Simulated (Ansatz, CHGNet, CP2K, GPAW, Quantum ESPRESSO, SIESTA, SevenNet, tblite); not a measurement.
# Running generalised stacking fault on (111) (glide set) of a Ge-Si solid solution (72 atoms) with Quantum ESPRESSO

Wanted: Quantum ESPRESSO inputs and outputs for generalised stacking fault on (111) (glide set) of a Ge-Si solid solution (72 atoms), checked against a plane-wave reference.

Method: the method is named at each step, in Quantum ESPRESSO 7.5.

### 1. The starting structure

The cell holds 72 atoms: 51 Ge and 21 Si. Cell: a = 6.849 Å, b = 11.862 Å, c = 19.579 Å, α = 90.0°, β = 88.3°, γ = 90.0°. Diamond-structure Ge lattice (a = 5.5919 Å, the value set for the mixture), cell with z along [111], 1 x 3 x 2 periods; the third cell vector is tilted by 0.083 of 1/2[11-2] and lengthened by 0.2 Å, so the cell holds one fault (glide set); displaced by a Gaussian of 0.01 Å; 21 of 72 Ge sites given to Si at random (lattice constant by Vegard's rule between Ge and Si). Then every atom was moved at random, 0.05 Å r.m.s. a Cartesian component. The structure's axis is c.

The yardstick, on the same geometry:

* method: Kohn-Sham DFT, PBE, PAW, plane waves (Ansatz 0.2.0); cutoff 420 eV, Γ point, fermi-dirac smearing of 0.05 eV; PAW set soft_2
* r.m.s. force component: 0.8462 eV/Å
* longest force: 2.816 eV/Å
* pressure: 3.278 GPa
* SCF cycles: 9
* time: 20 s on 8 threads of Arm Neoverse V1, shared host
* CPU time: 2.1 min

### 2. PBE, sssp-1.3.0-efficiency, 45/360 Ry

Method: Kohn-Sham DFT, PBE, SSSP efficiency 1.3.0 pseudopotentials, plane waves.

pw.in reads:

```
&control
  calculation = 'scf'
  pseudo_dir = './pseudo'
  outdir = './tmp'
  disk_io = 'none'
  tprnfor = .true.
  tstress = .true.
/
&system
  ibrav = 0
  nat = 72
  ntyp = 2
  ecutwfc = 45
  ecutrho = 360
  nosym = .true.
  occupations = 'smearing'
  smearing = 'fd'
  degauss = 0.003675
/
&electrons
  conv_thr = 3.6e-07
  electron_maxstep = 100
  mixing_beta = 0.2
  mixing_mode = 'local-TF'
  diagonalization = 'david'
/
ATOMIC_SPECIES
Ge 72.630 Ge.upf
Si 28.085 Si.upf
CELL_PARAMETERS angstrom
6.84865 0.00000 0.00000
0.00000 11.86221 0.00000
0.57070 0.00000 19.57091
ATOMIC_POSITIONS crystal
Ge 0.48162 0.17187 0.02273
Ge 0.47964 0.16780 0.14470
Ge 0.81983 0.16745 0.18597
Si 0.78622 0.17000 0.31058
Si 0.99946 0.99786 0.02759
Ge 0.97695 0.99929 0.14243
Si 0.31846 0.99479 0.18418
Ge 0.30818 0.99885 0.30582
Ge 0.63953 0.99728 0.34984
Si 0.62710 0.00072 0.47219
Si 0.50035 0.49990 0.02274
Si 0.49366 0.49438 0.13967
Ge 0.82076 0.48770 0.18406
Ge 0.81656 0.49946 0.31108
Si 0.99456 0.33031 0.01856
Ge 0.97849 0.32507 0.14560
Ge 0.31815 0.33092 0.18367
Si 0.30355 0.33611 0.31008
Ge 0.63589 0.33267 0.34813
Si 0.62385 0.33362 0.47447
Ge 0.13541 0.16989 0.34902
Ge 0.12353 0.17115 0.47849
Si 0.44564 0.16868 0.51638
Si 0.44712 0.16547 0.64272
Ge 0.77917 0.16123 0.67734
Si 0.76821 0.16891 0.80522
Ge 0.96132 0.99562 0.51538
Ge 0.94017 0.00764 0.63577
Si 0.26826 0.99295 0.68035
Ge 0.25939 0.99498 0.80271
Ge 0.60751 0.00490 0.84568
Si 0.58831 0.00249 0.97263
Ge 0.49067 0.83294 0.02153
Si 0.49097 0.83583 0.14872
Ge 0.82732 0.83175 0.18684
Ge 0.80735 0.83602 0.31243
Ge 0.99577 0.67210 0.02484
Ge 0.99467 0.67841 0.14189
Ge 0.31629 0.66566 0.18463
Ge 0.31867 0.66460 0.30944
Ge 0.64917 0.66215 0.34855
Ge 0.63089 0.66282 0.47196
Ge 0.14058 0.50653 0.35244
Ge 0.12942 0.49238 0.47437
Ge 0.45173 0.50098 0.51745
Ge 0.45355 0.50737 0.63756
Ge 0.77360 0.49919 0.68174
Ge 0.77039 0.50175 0.80311
Si 0.96471 0.33484 0.51601
Si 0.93725 0.33546 0.63898
Ge 0.27848 0.33531 0.67892
Ge 0.27525 0.33626 0.80106
Ge 0.60805 0.33601 0.84686
Ge 0.59211 0.33651 0.96808
Ge 0.09739 0.17022 0.84816
Ge 0.08457 0.16883 0.96652
[... 12 atom lines left out ...]
Si 0.08812 0.49356 0.84287
Si 0.09208 0.50233 0.96824
Ge 0.09551 0.83283 0.84973
Si 0.07122 0.83396 0.96741
K_POINTS gamma
```

Run with:

```bash
$ OMP_NUM_THREADS=1 mpirun -np 4 pw.x -in pw.in > output.txt
```

Log:

```text
Program PWSCF
     gamma-point specific algorithms are used
     one sub-group per band group will be used
     scalapack distributed-memory algorithm (size of sub-group:  2*  2 procs)
     Parallelization info
     sticks:   dense  smooth     PW     G-vecs:    dense   smooth      PW
     Min        2078    1040    258               309400   109408   13674
     Max        2079    1041    259               309411   109413   13680
     Sum        8313    4161   1033              1237619   437637   54705
     bravais-lattice index     =            0
     lattice parameter (alat)  =      12.9421  a.u.
     unit-cell volume          =   10729.4683 (a.u.)^3
     number of atoms/cell      =           72
     number of atomic types    =            2
     number of electrons       =       798.00
     number of Kohn-Sham states=          479
     kinetic-energy cutoff     =      45.0000  Ry
     charge density cutoff     =     360.0000  Ry
     scf convergence threshold =      3.6E-07
     mixing beta               =       0.2000
     number of iterations used =            8  local-TF  mixing
     Exchange-correlation= PBE
                           (   1   4   3   4   0   0   0)
     crystal axes: (cart. coord. in units of alat)
               a(1) = (   1.000000   0.000000   0.000000 )
               a(2) = (   0.000000   1.732051   0.000000 )
               a(3) = (   0.083330   0.000000   2.857630 )
     reciprocal axes: (cart. coord. in units 2 pi/alat)
               b(1) = (  1.000000  0.000000 -0.029161 )
               b(2) = (  0.000000  0.577350  0.000000 )
               b(3) = (  0.000000  0.000000  0.349940 )
     PseudoPot. # 1 for Ge:
     Pseudo is Ultrasoft + core correction, Zval = 14.0
     PseudoPot. # 2 for Si:
     Pseudo is Ultrasoft + core correction, Zval =  4.0
     atomic species   valence    mass     pseudopotential
     Ge               14.00    72.63000     Ge( 1.00)
     Si                4.00    28.08500     Si( 1.00)
     No symmetry found
   Cartesian axes
     number of k points=     1  Fermi-Dirac smearing, width (Ry)=  0.0037
                       cart. coord. in units 2pi/alat
        k(    1) = (   0.0000000   0.0000000   0.0000000), wk =   2.0000000
     Dense  grid:   618810 G-vectors     FFT dimensions: (  80, 135, 225)
     Smooth grid:   218819 G-vectors     FFT dimensions: (  60,  96, 160)
     Initial potential from superposition of free atoms
     starting charge     797.9437, renormalised to     798.0000
     Starting wfcs are  543 randomized atomic wfcs
     Self-consistent Calculation
     iteration #  1     ecut=    45.00 Ry     beta= 0.20
     Threshold (ethr) on eigenvalues was too large:
     Diagonalizing with lowered threshold
     total energy              =  -11134.98985036 Ry
     estimated scf accuracy    <       1.55428648 Ry
     iteration #  2     ecut=    45.00 Ry     beta= 0.20
     total energy              =  -11134.71289038 Ry
     estimated scf accuracy    <       1.16727464 Ry
     iteration #  3     ecut=    45.00 Ry     beta= 0.20
     total energy              =  -11134.77516910 Ry
     estimated scf accuracy    <       0.02967522 Ry
     iteration #  4     ecut=    45.00 Ry     beta= 0.20
     total energy              =  -11134.77869966 Ry
     estimated scf accuracy    <       0.01844618 Ry
     iteration #  5     ecut=    45.00 Ry     beta= 0.20
     total energy              =  -11134.77994645 Ry
     estimated scf accuracy    <       0.00268170 Ry
     iteration #  6     ecut=    45.00 Ry     beta= 0.20
     total energy              =  -11134.77998077 Ry
     estimated scf accuracy    <       0.00123069 Ry
     iteration #  7     ecut=    45.00 Ry     beta= 0.20
     total energy              =  -11134.78005790 Ry
     estimated scf accuracy    <       0.00025230 Ry
     iteration #  8     ecut=    45.00 Ry     beta= 0.20
     total energy              =  -11134.78007404 Ry
     estimated scf accuracy    <       0.00018499 Ry
     iteration #  9     ecut=    45.00 Ry     beta= 0.20
     total energy              =  -11134.78009109 Ry
     estimated scf accuracy    <       0.00002247 Ry
     iteration # 10     ecut=    45.00 Ry     beta= 0.20
     total energy              =  -11134.78008779 Ry
     estimated scf accuracy    <       0.00001345 Ry
     iteration # 11     ecut=    45.00 Ry     beta= 0.20
     total energy              =  -11134.78009043 Ry
     estimated scf accuracy    <       0.00000123 Ry
     iteration # 12     ecut=    45.00 Ry     beta= 0.20
     total energy              =  -11134.78009062 Ry
     estimated scf accuracy    <       0.00000074 Ry
     iteration # 13     ecut=    45.00 Ry     beta= 0.20
     End of self-consistent calculation
          k = 0.0000 0.0000 0.0000 ( 27353 PWs)   bands (ev):
   -17.2382 -17.1888 -17.1636 -17.1449 -17.1208 -17.1121 -17.1042 -17.0944
   -17.0907 -17.0888 -17.0852 -17.0776 -17.0758 -17.0740 -17.0680 -17.0656
   -17.0594 -17.0544 -17.0521 -17.0502 -17.0366 -17.0356 -17.0340 -17.0333
   -17.0308 -17.0291 -17.0256 -17.0236 -17.0223 -17.0218 -17.0164 -17.0104
   -17.0048 -17.0021 -16.9997 -16.9982 -16.9959 -16.9946 -16.9930 -16.9891
   -16.9858 -16.9845 -16.9775 -16.9752 -16.9749 -16.9730 -16.9704 -16.9666
   -16.9657 -16.9641 -16.9619 -16.9584 -16.9560 -16.9529 -16.9507 -16.9503
   -16.9489 -16.9468 -16.9427 -16.9389 -16.9372 -16.9341 -16.9317 -16.9292
   -16.9285 -16.9240 -16.9232 -16.9206 -16.9183 -16.9170 -16.9164 -16.9149
   -16.9118 -16.9092 -16.9083 -16.9060 -16.9038 -16.9011 -16.8996 -16.8974
   -16.8960 -16.8933 -16.8915 -16.8885 -16.8853 -16.8838 -16.8814 -16.8791
   -16.8763 -16.8744 -16.8731 -16.8718 -16.8706 -16.8656 -16.8642 -16.8616
[...]
10.5530  10.5899  10.6091  10.6304  10.6532  10.6900  10.7142  10.7623
    10.7751  10.8335  10.8495  10.8592  10.8951  10.9398  10.9599  11.0045
    11.0192  11.0443  11.0770  11.1244  11.1392  11.1757  11.2150  11.2462
    11.2606  11.2877  11.2910  11.3119  11.3182  11.3976  11.4058  11.4358
    11.4504  11.4743  11.4891  11.5564  11.5994  11.6108  11.6662  11.6690
    11.7158  11.7736  11.9549  12.0173  12.0608  12.1152  12.2905
     the Fermi energy is     8.1488 ev
!    total energy              =  -11134.78009122 Ry
     estimated scf accuracy    <       0.00000014 Ry
     smearing contrib. (-TS)   =      -0.00750696 Ry
     internal energy E=F+TS    =  -11134.77258426 Ry
     The total energy is F=E-TS. E is the sum of the following terms:
     one-electron contribution =   -8469.03829289 Ry
     hartree contribution      =    4924.25152657 Ry
     xc contribution           =   -3103.08891773 Ry
     ewald contribution        =   -4486.89690020 Ry
     convergence has been achieved in  13 iterations
     Forces acting on atoms (cartesian axes, Ry/au):
     atom    1 type  1   force =    -0.04558677   -0.03148568   -0.01832146
     atom    2 type  1   force =     0.02868277   -0.04941777    0.00843431
     atom    3 type  1   force =    -0.06206392   -0.04150286    0.04300846
     atom    4 type  2   force =     0.06713118   -0.03749980   -0.02472357
     atom    5 type  2   force =    -0.03608833    0.01038442   -0.08644409
     atom    6 type  1   force =     0.05526077    0.00295236    0.04127824
     atom    7 type  2   force =    -0.02383786    0.02486921   -0.00648592
     atom    8 type  1   force =    -0.01037567   -0.01782086    0.00684054
     atom    9 type  1   force =    -0.02948845    0.04261352    0.02139518
     atom   10 type  2   force =    -0.00340430    0.01431267    0.01986527
     atom   11 type  2   force =    -0.05714846   -0.00033381   -0.00922597
     atom   12 type  2   force =    -0.00670173    0.02251848    0.02805578
[...]
atom   68 type  2   force =     0.05347243   -0.00149756   -0.04087532
     atom   69 type  2   force =     0.02971827    0.03870069    0.03783184
     atom   70 type  2   force =     0.03747971   -0.02085321   -0.00670832
     atom   71 type  1   force =    -0.03010889   -0.00636412   -0.01104191
     atom   72 type  2   force =     0.03787597    0.03496298    0.03194057
     Total force =     0.483250     Total SCF correction =     0.001792
     Computing stress (Cartesian axis) and pressure
          total   stress  (Ry/bohr**3)                   (kbar)     P=       31.24
  -0.00040185  -0.00004773  -0.00013809          -59.11       -7.02      -20.31
  -0.00004773   0.00082968   0.00003195           -7.02      122.05        4.70
  -0.00013809   0.00003195   0.00020927          -20.31        4.70       30.79
     Message from routine punch:
     Nothing written, as per user request (disk_io='none')
```

Wall time 4.3 min (4 MPI ranks of Arm Neoverse V1, shared host); peak memory 4.4 GiB; 17 min of CPU time.

Banners, paths, timers and routine set-up lines are dropped from the logs unmarked, and long logs keep their key lines alone; longer cuts are marked.

Numbers from this run, and their distance from the reference:

```yaml
r_m_s_force_component: 0.8454 eV/Å
r_m_s_difference_of_force_components: 2.49 meV/Å
longest_difference_of_force_vectors: 8.706 meV/Å
force_difference_over_r_m_s_force: 0.2943 %
slope_of_forces_against_the_reference_s: 0.9991
correlation_of_force_components: 1
pressure: 3.124 GPa
pressure_difference: -0.1536 GPa
```

Length of the force difference by element (eV/Å):

```tsv
element	atoms	mean	most
Ge	51	0.0043	0.0087
Si	21	0.003	0.0071
```

A closer look about Ge25, which bears the longest force: 9 atoms, nearest first, numbered in the order of the input, with positions taken from that point.

```tsv
atom	x	y	z	distance (Å)	bonds	Fx	Fy	Fz (eV/Å)
Ge25	0.00	0.00	0.00	0.00	4	-1.12	2.16	1.41
Ge28	1.08	-1.82	-0.81	2.27	4	1.68	-2.05	0.20
Si24	-2.29	0.05	-0.68	2.39	4	-0.32	-0.60	-0.89
Si50	1.06	2.07	-0.75	2.44	4	0.92	-0.49	-0.53
Si26	0.00	0.09	2.50	2.50	4	0.73	0.11	-0.59
Ge61	0.09	-3.89	0.12	3.90	4	-0.79	0.39	-0.34
Si29	3.35	-2.00	0.06	3.90	4	-0.40	1.82	0.00
Ge27	1.16	-1.96	-3.17	3.90	4	-1.29	1.07	-0.58
Ge31	-1.08	-1.85	3.29	3.93	4	-1.12	0.07	0.78
```

Forces lie 0.29 % from the reference's, at 8.1 times its CPU time (on 4 against 8 cores).

### 3. Summary of results

| Property | Result |
| --- | --- |
| force difference from the reference | QE PBE, sssp-1.3.0-efficiency, 45/360 Ry, 0.29 % |
| its CPU time | 17 min |

In words: PBE on plane waves or a grid with other potentials, cutoffs or grids differs from the reference by 0.29 % (QE PBE, sssp-1.3.0-efficiency, 45/360 Ry) of the r.m.s. force; this holds the reference's own error, so differences of a few per cent don't tell which side is nearer the exact PBE result (QE's 45 Ry are 612 eV, against the reference's 420 eV). The reference's stress is far from hydrostatic: its diagonal is -5.8, 12.4, 3.2 GPa, compression counted positive. The host structure and its lattice constant were typed by rule, without a check against the phase diagram. The reference's pressure of 3.3 GPa belongs to a cell and atoms that aren't relaxed at this level. The electronic-structure runs sample only Γ, in a cell whose shortest periodic width is 7 Å, which is coarse for a cell with partly filled levels.

[Also dropped from logs without a mark: logging warnings of Python, and SIESTA's first energy breakdown and zero terms.]

[Logs are printed without paths, hosts, clocks, repeated set-up lines and the standing remarks that a program may print on its own settings, such as how far it seeks lower states.]

[Hosts, paths, dates, database ids (printed as entryN), source tags and the programs' standing remarks are cut or masked in the printed files.]
